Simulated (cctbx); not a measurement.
## Interatomic vectors of CrW3

Space group Pm-3n (no. 223), a = 5.2780 Å, b = 5.2780 Å, c = 5.2780 Å, α = 90.00°, β = 90.00°, γ = 90.00°, content W6 Cr2.

Simulated single-crystal data (cctbx): Cu Kα, λ = 1.54184 Å, to d = 0.8 Å, 80 % of the full sphere, strongest reflection 20000 counts, noise from counting, a 3 % proportional error and a noise floor of 15 counts (s.d.); no absorption.

Patterson synthesis, origin scaled to 1000:

```text
Patterson group P m -3 m
      u       v       w   height  length (A)
  0.000   0.000   0.000   1000.0     0.00
  0.000   0.000   0.500    294.7     2.64
  0.249   0.249   0.500    289.8     3.23
  0.000   0.252   0.500    105.0     2.95
  0.397   0.397   0.397     21.8     3.63
  0.500   0.500   0.500     21.2     4.57
  0.267   0.500   0.500     20.6     3.99
  0.000   0.000   0.242     19.8     1.28
  0.000   0.167   0.167     17.4     1.25
  0.138   0.138   0.138     15.8     1.26
  0.243   0.243   0.243     12.7     2.22
  0.124   0.124   0.350     11.3     2.06
  0.104   0.390   0.390      6.5     2.96
  0.087   0.299   0.299      0.9     2.28
```

**Question.** Which atom pairs make the peaks, and where is the heaviest atom?

A peak at u stands for all pairs with xi − xj = u, with weight Σ ZiZj against Σ Z² = 34008 at the origin. Peak heights follow these weights only roughly, since form factors, motion and series ripples differ, all vectors within 0.55 Å of a peak are counted as merged into it though the farther ones add only part of their weight, and F(000) is left out, which lowers the whole map:

| u | v | w | shortest length (Å) | height | 1000 ΣZiZj/ΣZ² | pairs in the cell |
| --- | --- | --- | --- | --- | --- | --- |
| 0.000 | 0.000 | 0.500 | 2.64 | 295 | 322 | 2 × W–W |
| 0.249 | 0.249 | 0.500 | 3.23 | 290 | 322 | 2 × W–W |
| 0.000 | 0.252 | 0.500 | 2.96 | 105 | 104 | 2 × W–Cr |

The table stops at ten peaks or at a height of 45, below which ripples compete. In the model behind the data W, the heaviest element, has 1 independent site: (0, 1/2, 1/4), up to an allowed shift of origin; the W–W vectors are differences of these positions and their symmetry mates. The whole model:

```
atom  mult.    x    y    z  Ueq (Å²)
  W1      6    0  1/2  1/4    0.0059
 Cr1      2  1/2  1/2  1/2    0.0103
```

The model was made for the exercise: a known structure type with other elements put in, its volume estimated, not relaxed; displacement parameters are assumed.

[Logs are printed without paths, hosts, clocks, repeated set-up lines and the standing remarks that a program may print on its own settings, such as how far it seeks lower states.]
